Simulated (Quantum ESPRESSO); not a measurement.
# BaZrO3 (Pm-3m): modes at Γ and the response to a field, part 2 of 2

Aim: the zone-centre modes of BaZrO3 (Pm-3m).

Quantum ESPRESSO 7.5; DFT LDA, scalar-relativistic, plane waves, PseudoDojo norm-conserving pseudopotentials.

So far. Step 6 (Zone-centre analysis): The rule moves no optical mode by more than 0.1 cm⁻¹. Step 7 (Modes along a direction of q (1 0 0)): The field moves 3 modes; the highest of them now lies at 714 cm⁻¹, where the highest that moved away lay at 524. The relaxed cell has a = 4.150 Å (conventional setting).

## Step 31: Zone-centre response, ecutrho 336 Ry

The density cutoff sets the real-space grid. Four times the wave cutoff is exact for the density of norm-conserving files; finer grids help exchange and correlation, core corrections and augmentation charges.

It starts from a fresh copy of the ground state of step 30.

Contents of ph.in:

```
phonons
&inputph
   prefix = 'x'
   outdir = './tmp'
   fildyn = 's.dyn'
   tr2_ph = 1.0d-18
   epsil = .true.
/
0.000000000000 0.000000000000 0.000000000000
```

The run is started by

```bash
OMP_NUM_THREADS=1 mpirun -n 4 ph.x -nk 4 -in ph.in > ph.out
```

The job ended after 75 s (4 MPI ranks of Intel Xeon Platinum 8259CL at 2.50GHz (Skylake/Cascade Lake), shared host).

The run was cut off at its time limit.

## Step 32: Self-consistent run for the response, ecutrho 504 Ry

Contents of scf.in:

```
&control
   calculation = 'scf'
   prefix = 'x'
   outdir = './tmp'
   pseudo_dir = './pseudo'
   tprnfor = .true.
   tstress = .true.
/
&system
   ibrav = 0
   nat = 5
   ntyp = 3
   ecutwfc = 84.0
   ecutrho = 504.0
   occupations = 'fixed'
   nbnd = 22
/
&electrons
   conv_thr = 1.0d-12
   mixing_beta = 0.7
   electron_maxstep = 100
/
ATOMIC_SPECIES
 Ba    137.3270  Ba.upf
 Zr     91.2240  Zr.upf
 O      15.9990  O.upf
CELL_PARAMETERS angstrom
     4.149645167    0.000000000    0.000000000
     0.000000000    4.149645167    0.000000000
     0.000000000    0.000000000    4.149645167
ATOMIC_POSITIONS crystal
 Ba     0.000000000   0.000000000   0.000000000
 Zr     0.500000000   0.500000000   0.500000000
 O      0.000000000   0.500000000   0.500000000
 O      0.500000000   0.000000000   0.500000000
 O      0.500000000   0.500000000   0.000000000
K_POINTS automatic
 8 8 8 0 0 0
```

The run is started by

```bash
OMP_NUM_THREADS=1 mpirun -n 4 pw.x -nk 4 -in scf.in > scf.out
```

It took 38 s on 4 MPI ranks.

## Step 33: Zone-centre response, ecutrho 504 Ry

It starts from a fresh copy of the ground state of step 32.

ph.in is that of step 31.

The run is started by

```bash
OMP_NUM_THREADS=1 mpirun -n 4 ph.x -nk 4 -in ph.in > ph.out
```

Run time: 83 s. Hardware: 4 MPI ranks.

The run was cut off at its time limit.

## Step 34: Self-consistent run for the response, ecutrho 672 Ry

scf.in: that of step 32 with these lines changed.

```diff
@@ -13,3 +13,3 @@
    ecutwfc = 84.0
-   ecutrho = 504.0
+   ecutrho = 672.0
    occupations = 'fixed'
```

The run is started by

```bash
OMP_NUM_THREADS=1 mpirun -n 4 pw.x -nk 4 -in scf.in > scf.out
```

Elapsed: 42 s, on 4 MPI ranks.

## Step 35: Zone-centre response, ecutrho 672 Ry

It starts from a fresh copy of the ground state of step 34.

ph.in is that of step 33.

The run is started by

```bash
OMP_NUM_THREADS=1 mpirun -n 4 ph.x -nk 4 -in ph.in > ph.out
```

Wall time 95 s (4 MPI ranks).

The run was cut off at its time limit.

## Step 36: Self-consistent run for the response, ecutrho 840 Ry

scf.in: that of step 34 with these lines changed.

```diff
@@ -13,3 +13,3 @@
    ecutwfc = 84.0
-   ecutrho = 672.0
+   ecutrho = 840.0
    occupations = 'fixed'
```

The run is started by

```bash
OMP_NUM_THREADS=1 mpirun -n 4 pw.x -nk 4 -in scf.in > scf.out
```

It took 39 s on 4 MPI ranks; 2.6 min of CPU time.

## Step 37: Zone-centre response, ecutrho 840 Ry

It starts from a fresh copy of the ground state of step 36.

ph.in is that of step 35.

The run is started by

```bash
OMP_NUM_THREADS=1 mpirun -n 4 ph.x -nk 4 -in ph.in > ph.out
```

Run time: 2 min. Hardware: 4 MPI ranks.

The run was cut off at its time limit.

## Step 38: Ground state, ecutrho 1008 Ry

scf.in: that of step 36 with these lines changed.

```diff
@@ -13,3 +13,3 @@
    ecutwfc = 84.0
-   ecutrho = 840.0
+   ecutrho = 1008.0
    occupations = 'fixed'
```

The run is started by

```bash
OMP_NUM_THREADS=1 mpirun -n 4 pw.x -nk 4 -in scf.in > scf.out
```

It took 40 s on 4 MPI ranks; 2.7 min of CPU time.

## Step 39: Linear response at Γ, ecutrho 1008 Ry

It starts from a fresh copy of the ground state of step 38.

ph.in is that of step 37.

The run is started by

```bash
OMP_NUM_THREADS=1 mpirun -n 4 ph.x -nk 4 -in ph.in > ph.out
```

Run time: 3 min. Hardware: 4 MPI ranks.

The run was cut off at its time limit.

## Step 40: Self-consistent run for the response, conv_thr 0.0001 Ry

scf.in: that of step 38 with these lines changed.

```diff
@@ -13,3 +13,2 @@
    ecutwfc = 84.0
-   ecutrho = 1008.0
    occupations = 'fixed'
@@ -18,3 +17,3 @@
 &electrons
-   conv_thr = 1.0d-12
+   conv_thr = 1.0d-04
    mixing_beta = 0.7
```

The run is started by

```bash
OMP_NUM_THREADS=1 mpirun -n 4 pw.x -nk 4 -in scf.in > scf.out
```

Elapsed: 19 s, on 4 MPI ranks; 74 s of CPU time.

## Step 41: Zone-centre response, conv_thr 0.0001 Ry

A loose ground state leaves noise in the wavefunctions that the response inherits.

It starts from a fresh copy of the ground state of step 40.

ph.in is that of step 39.

The run is started by

```bash
OMP_NUM_THREADS=1 mpirun -n 4 ph.x -nk 4 -in ph.in > ph.out
```

The job ended after 27 s (4 MPI ranks).

The run was cut off at its time limit.

## Step 42: Self-consistent run for the response, conv_thr 1e-06 Ry

scf.in: that of step 40 with these lines changed.

```diff
@@ -17,3 +17,3 @@
 &electrons
-   conv_thr = 1.0d-04
+   conv_thr = 1.0d-06
    mixing_beta = 0.7
```

The run is started by

```bash
OMP_NUM_THREADS=1 mpirun -n 4 pw.x -nk 4 -in scf.in > scf.out
```

Run time: 23 s. Hardware: 4 MPI ranks.

## Step 43: Zone-centre response, conv_thr 1e-06 Ry

It starts from a fresh copy of the ground state of step 42.

ph.in is that of step 41.

The run is started by

```bash
OMP_NUM_THREADS=1 mpirun -n 4 ph.x -nk 4 -in ph.in > ph.out
```

Wall time 28 s (4 MPI ranks).

The run was cut off at its time limit.

## Step 44: Self-consistent run for the response, conv_thr 1e-08 Ry

scf.in: that of step 42 with these lines changed.

```diff
@@ -17,3 +17,3 @@
 &electrons
-   conv_thr = 1.0d-06
+   conv_thr = 1.0d-08
    mixing_beta = 0.7
```

The run is started by

```bash
OMP_NUM_THREADS=1 mpirun -n 4 pw.x -nk 4 -in scf.in > scf.out
```

The job ended after 28 s (4 MPI ranks).

## Step 45: Linear response at Γ, conv_thr 1e-08 Ry

It starts from a fresh copy of the ground state of step 44.

ph.in is that of step 43.

The run is started by

```bash
OMP_NUM_THREADS=1 mpirun -n 4 ph.x -nk 4 -in ph.in > ph.out
```

The job ended after 29 s (4 MPI ranks).

The run was cut off at its time limit.

## Step 46: Self-consistent run for the response, conv_thr 1e-10 Ry

scf.in: that of step 44 with these lines changed.

```diff
@@ -17,3 +17,3 @@
 &electrons
-   conv_thr = 1.0d-08
+   conv_thr = 1.0d-10
    mixing_beta = 0.7
```

The run is started by

```bash
OMP_NUM_THREADS=1 mpirun -n 4 pw.x -nk 4 -in scf.in > scf.out
```

Elapsed: 33 s, on 4 MPI ranks.

## Step 47: Linear response at Γ, conv_thr 1e-10 Ry

It starts from a fresh copy of the ground state of step 46.

ph.in is that of step 45.

The run is started by

```bash
OMP_NUM_THREADS=1 mpirun -n 4 ph.x -nk 4 -in ph.in > ph.out
```

Elapsed: 28 s, on 4 MPI ranks.

The run was cut off at its time limit.

## Step 48: Ground state, conv_thr 1e-12 Ry

scf.in: that of step 46 with these lines changed.

```diff
@@ -17,3 +17,3 @@
 &electrons
-   conv_thr = 1.0d-10
+   conv_thr = 1.0d-12
    mixing_beta = 0.7
```

The run is started by

```bash
OMP_NUM_THREADS=1 mpirun -n 4 pw.x -nk 4 -in scf.in > scf.out
```

It took 21 s on 4 MPI ranks.

The estimated accuracy by cycle runs 2e+01, 5e+01, 3e-01, ..., 1e-04, 1e-05, 3e-06 eV.

The run was cut off at its time limit.

## Step 49: Outcome

```
space group after relaxation                                           : Pm-3m
volume per atom                                                        : 14.3 Å³
gap on the k-mesh                                                      : 3.17 eV
highest optical zone-centre mode (no LO-TO term)                       : 524.5 cm⁻¹
lowest optical zone-centre mode                                        : 97.7 cm⁻¹
highest mode moved by the LO-TO term                                   : 713.9 cm⁻¹
mean high-frequency dielectric constant                                : 4.89
largest Born charge in size (third of the trace)                       : 6.11 e
mean static dielectric constant                                        : 63.6
imaginary optical modes at the zone centre (no q mesh in this session) : none
```

In words: At the LDA level the optical modes of BaZrO3 (Pm-3m) at the zone centre (no LO-TO term) run from 98 to 525 cm⁻¹. Along the directions run, the highest mode that the macroscopic field moves lies at 714 cm⁻¹. Lattice motion raises the mean dielectric constant from 4.894 to 63.61. Of the 12 optical modes, 9 are infrared active alone and 3 are silent. These are harmonic frequencies at zero temperature: anharmonic shifts and linewidths and thermal expansion are left out. Spin-orbit coupling is left out, which can matter for the heavy elements here. The published file for Ba has no f projectors, which tends to make oxide cells too large.

Comparison with the measured values:

| quantity | measured | LDA PseudoDojo norm-conserving, Quantum ESPRESSO |
| --- | --- | --- |
| lattice constant a (Å) | 4.1947 | 4.150 (-1.1 %) |
| static dielectric constant (mean of the tensor) | 36 | 63.61 (+76.7 %) |
| infrared mode, TO1 at Gamma, T1u (cm⁻¹) | 116 | 98 (-15.9 %) |
| infrared mode, TO2 at Gamma, T1u (cm⁻¹) | 214 | 195 (-9.0 %) |
| infrared mode, TO3 at Gamma, T1u (cm⁻¹) | 520 | 525 (+0.9 %) |

Measured values from pmc:9457899 (2022), arxiv:1312.3131 (2013) and arxiv:1907.02008 (2019).

How well it matches: Measured modes were matched to the nearest mode of that symmetry; at LDA PseudoDojo norm-conserving, Quantum ESPRESSO, 3 of them have a partner, and the computed frequencies miss them by 8.6 % on average (mean signed -8.0 %), which is a clear miss. The lattice constant a is off by -1.1 %: fair agreement. The static dielectric constant is off by +76.7 %. The grades are ours: good and fair within 0.7 and 1.5 % for the lattice constant a, 10 and 25 % for the static dielectric constant and 3 and 7 % for the infrared mode. Zero-point motion and thermal expansion (measured at up to 300 K) are not in the computed lattice constants, static dielectric constant and infrared mode.

[Host names and launcher messages were left out of these logs when they were recorded.]

[Logs are printed without paths, hosts, clocks, repeated set-up lines and the standing remarks that a program may print on its own settings, such as how far it seeks lower states.]

[Hosts, paths, dates, database ids (printed as entryN), source tags and the programs' standing remarks are cut or masked in the printed files.]
